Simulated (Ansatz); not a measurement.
**Cs on Pt(111): change of the work function**

How does one ordered layer of Cs (fcc site) change the work function of Pt(111), and what dipole does each adsorbate carry?

Main program and level: Ansatz 0.2.0; plane-wave DFT, PBE, Ansatz PAW.

**1. Starting point**

The cell holds 4 atoms: 4 Pt. Its edges and angles: a = 2.772 Å, b = 2.772 Å, c = 24.790 Å, α = 90.0°, β = 90.0°, γ = 60.0°. Vacuum lies along c.

Structure file:

```cif
data_structure
_symmetry_space_group_name_H-M 'P 1'
_symmetry_Int_Tables_number 1
_cell_length_a 2.7719
_cell_length_b 2.7719
_cell_length_c 24.7896
_cell_angle_alpha 90.000
_cell_angle_beta 90.000
_cell_angle_gamma 60.000
_cell_volume 164.95
loop_
_atom_site_label
_atom_site_type_symbol
_atom_site_fract_x
_atom_site_fract_y
_atom_site_fract_z
_atom_site_occupancy
Pt1 Pt 0.00000 0.00000 0.36305 1
Pt2 Pt 0.33333 0.33333 0.45435 1
Pt3 Pt 0.66667 0.66667 0.54565 1
Pt4 Pt 0.00000 0.00000 0.63695 1
```

**2. The clean slab**

The bare slab comes first, as the zero from which every change is counted. The two lowest layers are held at bulk places and the upper ones relax. The dipole correction removes the false field that a one-sided slab makes across the periodic vacuum, so each face gets a flat vacuum level of its own.

Input file input.yaml:

```yaml
crystal:
  lattice:
    - [2.7718585823, 0.0, 0.0]
    - [1.3859292911, 2.4004999479, 0.0]
    - [0.0, 0.0, 24.7896391657]
  atoms:
    - { symbol: Pt, position: [0.0, 0.0, 0.3630549013] }
    - { symbol: Pt, position: [0.3333333333, 0.3333333333, 0.4543516338] }
    - { symbol: Pt, position: [0.6666666667, 0.6666666667, 0.5456483662] }
    - { symbol: Pt, position: [0.0, 0.0, 0.6369450987] }
kpoints:
  mp_grid: { grid: [12, 12, 1] }
hamiltonian:
  xc: pbe
scf:
  occupations: { method: fermi_dirac, width: 0.1 }
  convergence: { dr2_threshold: 1.0e-08 }
efield:
  axis: 3
  dipole_correction: true
  ramp_position: 0.97
  ramp_width: 0.06
relax:
  f_tol: 0.02
  max_steps: 60
  constraints: [{ sites: [0, 1] }]
output:
  write_potential: true
  write_density: true
  volumetric_format: npy
```

The run is started by

```sh
$ ansatz run input.yaml --threads 4 --pin off --max-ram 6144MiB --backend cpu --events-out ev --progress --plain --runs-dir out
```

The log of the run:

```text
Engine: ansatz 0.2.0, aarch64-unknown-linux-gnu
Pseudopotentials: kind: paw
Pseudopotential: Pt, paw, valence charge 18, recommended cutoff 420 eV (normal), Pt.paw.azcp
Functional definition: PBE
  parameter kappa = 0.804
  parameter beta = 0.066725
  exchange = pbe_x(kappa = kappa, mu = beta*pi^2/3)
  correlation = pbe_c(beta = beta)
Crystal: 4 atoms, lattice volume = 164.946 Å³
Basis set: ecut = 420 eV, 3263 PW (Γ), exchange–correlation on 40×40×360 points (8 copies of the dense FFT grid, shifted against one another)
Bands: 44, of which v1, the nominal top of the filled ones, is band 36 counted from 1 (35 counted from 0)
Symmetry: 6 space group operations
k-points: 19 of 144 (time reversal used)
Non-local potential: Pt, projectors of the file, l = 0: 3, l = 1: 2, l = 2: 2, l = 3: 1
PAW form: soft (Blöchl's): semilocal exchange-correlation on the pseudo side does not see the compensation charge
PAW one-centre angular grid: Pt, 590 points (default); XC on 64 Gauss nodes
Initial density: superposition of atomic densities (neutral atoms: chi_scale 0, normalization atom), corrected by the library's trained network
Initial wavefunctions: pseudopotential atomic-orbital guess
Functional: x = pbe(κ = 0.804, μ = 0.219515), c = pbe(β = 0.066725)
SCF iter   1: F=—  HF=-50090.991717 eV  |F-HF|=—  |Δ(HF+E_count)|=         —  Δρ=5.75e-3  dr2=3.09e-1  ethr=1.77e-3  p=-0.000 e·Å  D=-7.16e-15 V/Å  ΔV_dip=0.00 eV  dr2_dipole=3.81e-7  V_vac-E_F(+/−)=5.23/5.23 eV  ⟨swp⟩=8.8  Hψ=3876  notcnv=0  defer=3
efield: sawtooth ramp at fractional position 0.9700 (set: `efield.ramp_position`, or a place that a band, a saddle search or an elastic batch's reference lends), width 0.0600; the density the first Hamiltonian is built on has a dipole p = -0.000 e·Å; the dipole correction subtracts the counter field D = -7.16e-15 V/Å, which shifts the + side's vacuum level by +0.00 eV against the − side's; the planar-averaged density in the ramp window peaks in size at 7.4e-6 e/Å³
preconditioner: auto → LDOS  [metal: Δε(μ)=0.021 eV  Ē_g=7.789 eV  σ=0.100 eV  W_gap=0.05  n_scr=18 (ndim 8)  ℏωp=18.3 eV  f_vac=0.582  D(μ)=6.47/eV (n_scr^D=38)  β→1.0]
SCF iter   2: F=—  HF=-50090.990102 eV  |F-HF|=—  |Δ(HF+E_count)|=   1.61e-3  Δρ=3.29e-3  dr2=3.42e-2  ethr=4.29e-4  p=-0.000 e·Å  D=-9.35e-6 V/Å  ΔV_dip=0.00 eV  dr2_dipole=9.91e-8  V_vac-E_F(+/−)=5.71/5.71 eV  ⟨swp⟩=2.5  Hψ=1067  notcnv=0  defer=17
SCF iter   3: F=—  HF=-50090.987444 eV  |F-HF|=—  |Δ(HF+E_count)|=   2.66e-3  Δρ=1.41e-3  dr2=2.98e-2  ethr=4.75e-5  p=0.000 e·Å  D=7.75e-6 V/Å  ΔV_dip=-0.00 eV  dr2_dipole=2.74e-8  V_vac-E_F(+/−)=5.60/5.60 eV  ⟨swp⟩=2.6  Hψ=1528  notcnv=0  defer=17
SCF iter   4: F=—  HF=-50090.985222 eV  |F-HF|=—  |Δ(HF+E_count)|=   2.22e-3  Δρ=6.04e-4  dr2=1.66e-3  ethr=4.14e-5  p=-0.000 e·Å  D=-5.42e-7 V/Å  ΔV_dip=0.00 eV  dr2_dipole=9.16e-11  V_vac-E_F(+/−)=5.69/5.69 eV  ⟨swp⟩=2.1  Hψ=1183  notcnv=0  defer=17
SCF iter   5: F=—  HF=-50090.985125 eV  |F-HF|=—  |Δ(HF+E_count)|=   9.70e-5  Δρ=2.71e-4  dr2=8.45e-5  ethr=2.30e-6  p=-0.000 e·Å  D=-3.90e-7 V/Å  ΔV_dip=0.00 eV  dr2_dipole=9.10e-10  V_vac-E_F(+/−)=5.68/5.68 eV  ⟨swp⟩=2.7  Hψ=1289  notcnv=0  defer=17
SCF iter   6: F=—  HF=-50090.985171 eV  |F-HF|=—  |Δ(HF+E_count)|=   4.56e-5  Δρ=4.16e-5  dr2=6.87e-6  ethr=1.17e-7  p=-0.000 e·Å  D=-3.58e-7 V/Å  ΔV_dip=0.00 eV  dr2_dipole=4.46e-10  V_vac-E_F(+/−)=5.66/5.66 eV  ⟨swp⟩=2.3  Hψ=1289  notcnv=0  defer=17
SCF iter   7: F=—  HF=-50090.985173 eV  |F-HF|=—  |Δ(HF+E_count)|=   1.85e-6  Δρ=1.19e-5  dr2=1.38e-7  ethr=9.54e-9  p=-0.000 e·Å  D=-5.42e-8 V/Å  ΔV_dip=0.00 eV  dr2_dipole=9.52e-11  V_vac-E_F(+/−)=5.66/5.66 eV  ⟨swp⟩=2.1  Hψ=1237  notcnv=0  defer=15
SCF iter   8: F=-50090.985173 eV  HF=-50090.985173 eV  |F-HF|=5.49e-8  |Δ(HF+E_count)|=   2.85e-7  Δρ=3.95e-6  dr2=8.81e-9  ethr=1.39e-11  p=-0.000 e·Å  D=-3.69e-9 V/Å  ΔV_dip=0.00 eV  dr2_dipole=1.60e-11  V_vac-E_F(+/−)=5.66/5.66 eV  ⟨swp⟩=8.6  Hψ=6861  notcnv=0
SCF 1 converged in 8 iterations: F = -50090.985173 eV  dr2 = 8.81e-9
  greatest PAW one-centre occupation: 1.000 electrons in one spin orbital (limit 2), on the Pt atom at site 2 (counted from 0), in its partial waves of l = 0
relax step   1: F+E_penalty+E_count = -50090.98517332 eV  Δ(F+E_penalty+E_count) = +0.000e0 eV  max|allowed force component| = 4.882e-1 eV/Å  Δτ_max = 0.0000 Å  (8 SCF iters, accepted)
Initial density: handed on by an earlier stage of this run
Initial wavefunctions: those handed on with the density
iter 1 solved again at ethr=6.41e-4 eV; its pass at ethr=3.10e-3 eV (dr2=4.62e-1 eV) is discarded
SCF iter   1: F=—  HF=-50091.029097 eV  |F-HF|=—  |Δ(HF+E_count)|=         —  Δρ=1.16e-2  dr2=4.80e-1  ethr=6.41e-4  p=0.000 e·Å  D=2.66e-7 V/Å  ΔV_dip=-0.00 eV  dr2_dipole=1.45e-1  V_vac-E_F(+/−)=5.71/5.71 eV  ⟨swp⟩=1.3  Hψ=3370  notcnv=0  defer=8
efield: sawtooth ramp at fractional position 0.9700 (set: `efield.ramp_position`, or a place that a band, a saddle search or an elastic batch's reference lends), width 0.0600; the density the first Hamiltonian is built on has a dipole p = 0.000 e·Å; the dipole correction subtracts the counter field D = 2.66e-7 V/Å, which shifts the + side's vacuum level by -0.00 eV against the − side's; the planar-averaged density in the ramp window peaks in size at 3.0e-6 e/Å³
preconditioner: auto → LDOS  [metal: Δε(μ)=0.019 eV  Ē_g=7.721 eV  σ=0.100 eV  W_gap=0.05  n_scr=18 (ndim 8)  ℏωp=18.3 eV  f_vac=0.575  D(μ)=6.64/eV (n_scr^D=50)  β→1.0]
SCF iter   2: F=—  HF=-50091.023852 eV  |F-HF|=—  |Δ(HF+E_count)|=   5.24e-3  Δρ=5.67e-3  dr2=1.45e-1  ethr=6.41e-4  p=0.004 e·Å  D=4.87e-3 V/Å  ΔV_dip=-0.12 eV  dr2_dipole=2.41e-2  V_vac-E_F(+/−)=5.55/5.67 eV  ⟨swp⟩=2.2  Hψ=1413  notcnv=0  defer=8
SCF iter   3: F=—  HF=-50091.004026 eV  |F-HF|=—  |Δ(HF+E_count)|=   1.98e-2  Δρ=2.86e-3  dr2=4.20e-2  ethr=2.02e-4  p=-0.007 e·Å  D=-7.20e-3 V/Å  ΔV_dip=0.18 eV  dr2_dipole=8.42e-5  V_vac-E_F(+/−)=5.86/5.68 eV  ⟨swp⟩=2.5  Hψ=1442  notcnv=0  defer=8
SCF iter   4: F=—  HF=-50090.997103 eV  |F-HF|=—  |Δ(HF+E_count)|=   6.92e-3  Δρ=9.64e-4  dr2=2.01e-3  ethr=5.84e-5  p=-0.003 e·Å  D=-3.38e-3 V/Å  ΔV_dip=0.08 eV  dr2_dipole=4.64e-5  V_vac-E_F(+/−)=5.76/5.68 eV  ⟨swp⟩=2.2  Hψ=1278  notcnv=0  defer=9
SCF iter   5: F=—  HF=-50090.996566 eV  |F-HF|=—  |Δ(HF+E_count)|=   5.37e-4  Δρ=2.91e-4  dr2=3.62e-4  ethr=2.79e-6  p=-0.003 e·Å  D=-2.80e-3 V/Å  ΔV_dip=0.07 eV  dr2_dipole=2.93e-5  V_vac-E_F(+/−)=5.74/5.68 eV  ⟨swp⟩=2.4  Hψ=1502  notcnv=0  defer=14
[...]
SCF iter   5: F=—  HF=-50091.007567 eV  |F-HF|=—  |Δ(HF+E_count)|=   1.08e-4  Δρ=1.80e-4  dr2=2.14e-4  ethr=1.16e-6  p=-0.001 e·Å  D=-7.97e-4 V/Å  ΔV_dip=0.02 eV  dr2_dipole=3.83e-6  V_vac-E_F(+/−)=5.69/5.67 eV  ⟨swp⟩=3.1  Hψ=1402  notcnv=0  defer=18
SCF iter   6: F=—  HF=-50091.007565 eV  |F-HF|=—  |Δ(HF+E_count)|=   1.81e-6  Δρ=9.20e-5  dr2=5.87e-5  ethr=2.97e-7  p=-0.001 e·Å  D=-1.00e-3 V/Å  ΔV_dip=0.02 eV  dr2_dipole=6.27e-8  V_vac-E_F(+/−)=5.70/5.67 eV  ⟨swp⟩=1.1  Hψ=836  notcnv=0  defer=18
SCF iter   7: F=—  HF=-50091.007553 eV  |F-HF|=—  |Δ(HF+E_count)|=   1.18e-5  Δρ=3.49e-5  dr2=1.06e-5  ethr=8.15e-8  p=-0.001 e·Å  D=-1.10e-3 V/Å  ΔV_dip=0.03 eV  dr2_dipole=8.90e-8  V_vac-E_F(+/−)=5.70/5.67 eV  ⟨swp⟩=1.2  Hψ=849  notcnv=0  defer=18
SCF iter   8: F=—  HF=-50091.007547 eV  |F-HF|=—  |Δ(HF+E_count)|=   6.41e-6  Δρ=1.21e-5  dr2=9.31e-7  ethr=1.47e-8  p=-0.001 e·Å  D=-1.07e-3 V/Å  ΔV_dip=0.03 eV  dr2_dipole=4.31e-9  V_vac-E_F(+/−)=5.70/5.67 eV  ⟨swp⟩=1.3  Hψ=862  notcnv=0  defer=18
SCF iter   9: F=—  HF=-50091.007565 eV  |F-HF|=—  |Δ(HF+E_count)|=   1.86e-5  Δρ=4.45e-6  dr2=4.79e-8  ethr=1.29e-9  p=-0.001 e·Å  D=-1.05e-3 V/Å  ΔV_dip=0.03 eV  dr2_dipole=1.77e-11  V_vac-E_F(+/−)=5.70/5.67 eV  ⟨swp⟩=2.0  Hψ=1206  notcnv=0  defer=17
SCF iter  10: F=-50091.007565 eV  HF=-50091.007565 eV  |F-HF|=8.49e-9  |Δ(HF+E_count)|=   3.09e-8  Δρ=1.25e-6  dr2=6.34e-9  ethr=1.39e-11  p=-0.001 e·Å  D=-1.05e-3 V/Å  ΔV_dip=0.03 eV  dr2_dipole=6.37e-10  V_vac-E_F(+/−)=5.70/5.67 eV  ⟨swp⟩=10.8  Hψ=6133  notcnv=0
SCF 3 converged in 10 iterations: F = -50091.007565 eV  dr2 = 6.34e-9
relax step   3: F+E_penalty+E_count = -50091.00756550 eV  Δ(F+E_penalty+E_count) = -1.103e-2 eV  max|allowed force component| = 7.115e-2 eV/Å  Δτ_max = 0.0918 Å  (10 SCF iters, accepted)
SCF iter   1: F=—  HF=-50091.008192 eV  |F-HF|=—  |Δ(HF+E_count)|=         —  Δρ=8.74e-4  dr2=5.06e-3  ethr=8.17e-5  p=-0.001 e·Å  D=-1.05e-3 V/Å  ΔV_dip=0.03 eV  dr2_dipole=1.69e-3  V_vac-E_F(+/−)=5.70/5.68 eV  ⟨swp⟩=2.1  Hψ=1462  notcnv=0  defer=18
efield: sawtooth ramp at fractional position 0.9700 (set: `efield.ramp_position`, or a place that a band, a saddle search or an elastic batch's reference lends), width 0.0600; the density the first Hamiltonian is built on has a dipole p = -0.001 e·Å; the dipole correction subtracts the counter field D = -1.05e-3 V/Å, which shifts the + side's vacuum level by +0.03 eV against the − side's; the planar-averaged density in the ramp window peaks in size at 2.0e-6 e/Å³
preconditioner: auto → LDOS  [metal: Δε(μ)=0.023 eV  Ē_g=7.759 eV  σ=0.100 eV  W_gap=0.06  n_scr=18 (ndim 8)  ℏωp=18.3 eV  f_vac=0.578  D(μ)=6.69/eV (n_scr^D=50)  β→1.0]
SCF iter   2: F=—  HF=-50091.008116 eV  |F-HF|=—  |Δ(HF+E_count)|=   7.63e-5  Δρ=3.88e-4  dr2=1.13e-3  ethr=7.03e-6  p=-0.001 e·Å  D=-6.34e-4 V/Å  ΔV_dip=0.02 eV  dr2_dipole=3.13e-4  V_vac-E_F(+/−)=5.69/5.67 eV  ⟨swp⟩=2.1  Hψ=1263  notcnv=0  defer=18
SCF iter   3: F=—  HF=-50091.008027 eV  |F-HF|=—  |Δ(HF+E_count)|=   8.81e-5  Δρ=2.54e-4  dr2=3.19e-4  ethr=1.57e-6  p=-0.002 e·Å  D=-1.78e-3 V/Å  ΔV_dip=0.04 eV  dr2_dipole=1.14e-6  V_vac-E_F(+/−)=5.72/5.67 eV  ⟨swp⟩=2.1  Hψ=1334  notcnv=0  defer=18
SCF iter   4: F=—  HF=-50091.007979 eV  |F-HF|=—  |Δ(HF+E_count)|=   4.87e-5  Δρ=5.52e-5  dr2=1.73e-5  ethr=4.43e-7  p=-0.001 e·Å  D=-1.25e-3 V/Å  ΔV_dip=0.03 eV  dr2_dipole=8.32e-7  V_vac-E_F(+/−)=5.70/5.67 eV  ⟨swp⟩=2.6  Hψ=1384  notcnv=0  defer=18
SCF iter   5: F=—  HF=-50091.007980 eV  |F-HF|=—  |Δ(HF+E_count)|=   1.25e-6  Δρ=2.60e-5  dr2=4.55e-6  ethr=2.40e-8  p=-0.001 e·Å  D=-1.28e-3 V/Å  ΔV_dip=0.03 eV  dr2_dipole=1.21e-7  V_vac-E_F(+/−)=5.70/5.67 eV  ⟨swp⟩=2.7  Hψ=1356  notcnv=0  defer=18
SCF iter   6: F=—  HF=-50091.007983 eV  |F-HF|=—  |Δ(HF+E_count)|=   2.75e-6  Δρ=1.36e-5  dr2=1.32e-6  ethr=6.32e-9  p=-0.001 e·Å  D=-1.27e-3 V/Å  ΔV_dip=0.03 eV  dr2_dipole=2.79e-9  V_vac-E_F(+/−)=5.70/5.67 eV  ⟨swp⟩=1.2  Hψ=826  notcnv=0  defer=18
SCF iter   7: F=—  HF=-50091.007983 eV  |F-HF|=—  |Δ(HF+E_count)|=   1.03e-7  Δρ=5.23e-6  dr2=2.30e-7  ethr=1.84e-9  p=-0.001 e·Å  D=-1.26e-3 V/Å  ΔV_dip=0.03 eV  dr2_dipole=3.75e-9  V_vac-E_F(+/−)=5.70/5.67 eV  ⟨swp⟩=1.2  Hψ=830  notcnv=0  defer=18
SCF iter   8: F=—  HF=-50091.007983 eV  |F-HF|=—  |Δ(HF+E_count)|=   2.13e-8  Δρ=1.98e-6  dr2=1.77e-8  ethr=3.19e-10  p=-0.001 e·Å  D=-1.27e-3 V/Å  ΔV_dip=0.03 eV  dr2_dipole=2.49e-10  V_vac-E_F(+/−)=5.70/5.67 eV  ⟨swp⟩=1.3  Hψ=909  notcnv=0  defer=18
SCF iter   9: F=-50091.007983 eV  HF=-50091.007983 eV  |F-HF|=3.28e-9  |Δ(HF+E_count)|=   1.65e-8  Δρ=5.76e-7  dr2=7.83e-10  ethr=1.39e-11  p=-0.001 e·Å  D=-1.27e-3 V/Å  ΔV_dip=0.03 eV  dr2_dipole=4.15e-12  V_vac-E_F(+/−)=5.70/5.67 eV  ⟨swp⟩=9.9  Hψ=5738  notcnv=0
SCF 4 converged in 9 iterations: F = -50091.007983 eV  dr2 = 7.83e-10
relax step   4: F+E_penalty+E_count = -50091.00798290 eV  Δ(F+E_penalty+E_count) = -4.174e-4 eV  max|allowed force component| = 3.487e-4 eV/Å  Δτ_max = 0.0131 Å  (9 SCF iters, accepted)
NSCF: frozen V_eff on 19 k-points
the band table was solved once a step of the walk had ended and its energy, with any forces and stress, was formed, with the checks that follow a solve (4584 applications of the Hamiltonian). They found nothing against the state; the energy, forces and stress were not computed again (output.eigenvalues in the input reference)
SCF converged after 9 iterations
Free energy (F): -50091.007983 eV
Harris-Foulkes:  -50091.007983 eV  (|F-HF|=3.28e-9)
Internal energy: -50090.790083 eV  (E = F + TS)
E sigma→0 (E₀):  -50090.899033 eV
Entropy (-TS):   -0.217900 eV (-54.475 meV/atom)
Fermi energy:    4.900471 eV
Dipole field:    D = -0.001269 V/Å  (p = -0.001156 e·Å, saw-weighted, corrected)
Work function:   Φ+ = 5.7030 eV   Φ− = 5.6716 eV
Levels:          The Fermi level and band energies are counted from a zero that moves with the ramp; work functions are not
--- Per-component energies (eV) ---
  E_band       = -1818.910560
  E_kinetic    = 2546.761399
  E_local      = -123966.042925  (includes V_loc(G=0)·N_el)
  E_nonlocal   = 800.189997
  E_hartree    = 60581.101335
  E_xc         = -1044.614578
  E_vxc        = -1207.827318  (∫ρ·V_xc dr)
  E_paw        = -37816.082999  (= ΣΔE_a)
  E_vpaw       = -1154.195293  (= ΣTr[D̂ρ^β])
  E_aug_tail   = 0.000812  (compensation charges beyond the density's cutoff)
  E_efield     = 0.000001  (sawtooth field / dipole correction)
  E_vefield    = 0.003642  (∫n·V_field dr)
  E_ewald      = 48807.896875
  E_smearing   = -0.217900  (= −TS)
  E_closure    = -0.000000  (closes the sum)
  Σ components = -50091.007983   (vs F -50091.007983, Δ=0.00e0)
--- Forces (eV/Å), atoms counted from 1 ---
  atom   1  Pt    -0.00000000    -0.00000000    -0.48014120
  atom   2  Pt     0.00000000    -0.00000000     0.47992532
  atom   3  Pt    -0.00000000    -0.00000000     0.00034872
  atom   4  Pt     0.00000000     0.00000000    -0.00014185
  max |Σ_I F_I| component: 9.01e-6 eV/Å
--- Band table (eV; the first three rows and the last of 19) ---
  k-point 0: bands = [... 32 lower, 3.3721, 3.7295, 3.7295, 4.4538, 4.4538, 4.4677, 4.8736, 4.8736, ... 4 higher]
  k-point 1: bands = [... 32 lower, 3.2564, 3.5694, 3.7370, 3.8498, 4.2372, 4.4477, 4.8839, 5.4119, ... 4 higher]
  k-point 2: bands = [... 32 lower, 3.0456, 3.1540, 3.4980, 3.7132, 4.4250, 4.6025, 4.9064, 6.3631, ... 4 higher]
  k-point 18: bands = [... 32 lower, 4.2535, 4.5924, 4.6084, 4.6216, 9.8513, 9.8824, 9.8903, 10.6257, ... 4 higher]
--- Relaxed structure (4 steps of the walk, 4 accepted, 0 SCFs on fresh bases) ---
  F+E_penalty+E_count = -50091.00798290 eV   max|allowed force component| = 3.487e-4 eV/Å
  atoms:
    - { symbol: Pt, position: [0.0, 0.0, 0.363055] }
    - { symbol: Pt, position: [0.333333, 0.333333, 0.454352] }
    - { symbol: Pt, position: [0.666667, 0.666667, 0.547405] }
    - { symbol: Pt, position: [1.786074e-18, -8.930369e-19, 0.641619] }
```

The job ended after 18 s (4 threads of Arm Neoverse V1, shared host; peak memory 0.48 GiB; 69 s of CPU time).

Step by step:

```
step  energy less that of the first step (eV)  largest force component (eV/Å)
   1                                   0.0000                          0.4882
   2                                  -0.0114                          0.3306
   3                                  -0.0224                          0.0711
   4                                  -0.0228                          0.0003
```

The run keeps the 6 symmetry operations that the program found, so distortions that break them were not tested.

The atoms that moved most (Å):

```
atom     dx     dy     dz  length
 Pt4  0.000  0.000  0.116   0.116
 Pt3  0.000  0.000  0.044   0.044
```

Final coordinates:

```xyz
4
Lattice="2.7719 0.0000 0.0000 1.3859 2.4005 0.0000 0.0000 0.0000 24.7896" Properties=species:S:1:pos:R:3
Pt    0.0000    0.0000    9.0000
Pt    1.3859    0.8002   11.2632
Pt    2.7719    1.6003   13.5700
Pt    0.0000    0.0000   15.9055
```

This step gave:

```yaml
energy_at_zero_smearing: -50090.8990 eV
work_function_upper_face: 5.703 eV
work_function_lower_face: 5.672 eV
dipole_along_the_normal: -0.001156 e·Å
step_between_the_vacuum_levels: 0.03145 eV
```

Running mean over 2.263 Å of the planar mean; the ramp of the sawtooth is left out. Table of electron's electrostatic potential energy less the Fermi level by z:

```
z (Å)  electron's electrostatic potential energy less the Fermi level (eV)
  3.5                                                                 5.67
  4.0                                                                 5.67
  4.5                                                                 5.67
  5.0                                                                 5.67
  5.5                                                                 5.66
  6.0                                                                 5.61
  6.5                                                                 5.42
  7.0                                                                 4.60
  7.5                                                                 1.20
  8.0                                                                -4.97
  8.5                                                                -9.97
  9.0                                                                -11.6
  9.5                                                                -11.9
 10.0                                                                -12.1
 10.5                                                                -12.1
 11.0                                                                -12.2
 11.5                                                                -12.1
 12.0                                                                -11.8
 12.5                                                                -11.7
 13.0                                                                -11.9
 13.5                                                                -12.1
 14.0                                                                -11.8
 14.5                                                                -11.2
 15.0                                                                -11.2
 15.5                                                                -11.5
 16.0                                                                -11.3
 16.5                                                                -9.22
 17.0                                                                -3.69
 17.5                                                                 2.21
 18.0                                                                 4.90
 18.5                                                                 5.51
 19.0                                                                 5.66
 19.5                                                                 5.69
 20.0                                                                 5.70
 20.5                                                                 5.70
 21.0                                                                 5.70
 21.5                                                                 5.70
```

The relaxation took 4 steps and lowered the energy by 0.023 eV; the largest force on the free atoms ends at 3.5e-4 eV/Å.

The work function of the upper face is 5.70 eV.

[end of part 1 of 2]

[Long decimals in the printed logs are rounded to 6 places.]

[Logs are printed without paths, hosts, clocks, repeated set-up lines and the standing remarks that a program may print on its own settings, such as how far it seeks lower states.]

[Hosts, paths, dates, database ids (printed as entryN), source tags and the programs' standing remarks are cut or masked in the printed files.]

[Maps of the electrostatic potential energy from Ansatz leave out the sawtooth potential of an applied field or a dipole correction, so their vacuum need not be flat; planar profiles and work functions include it.]
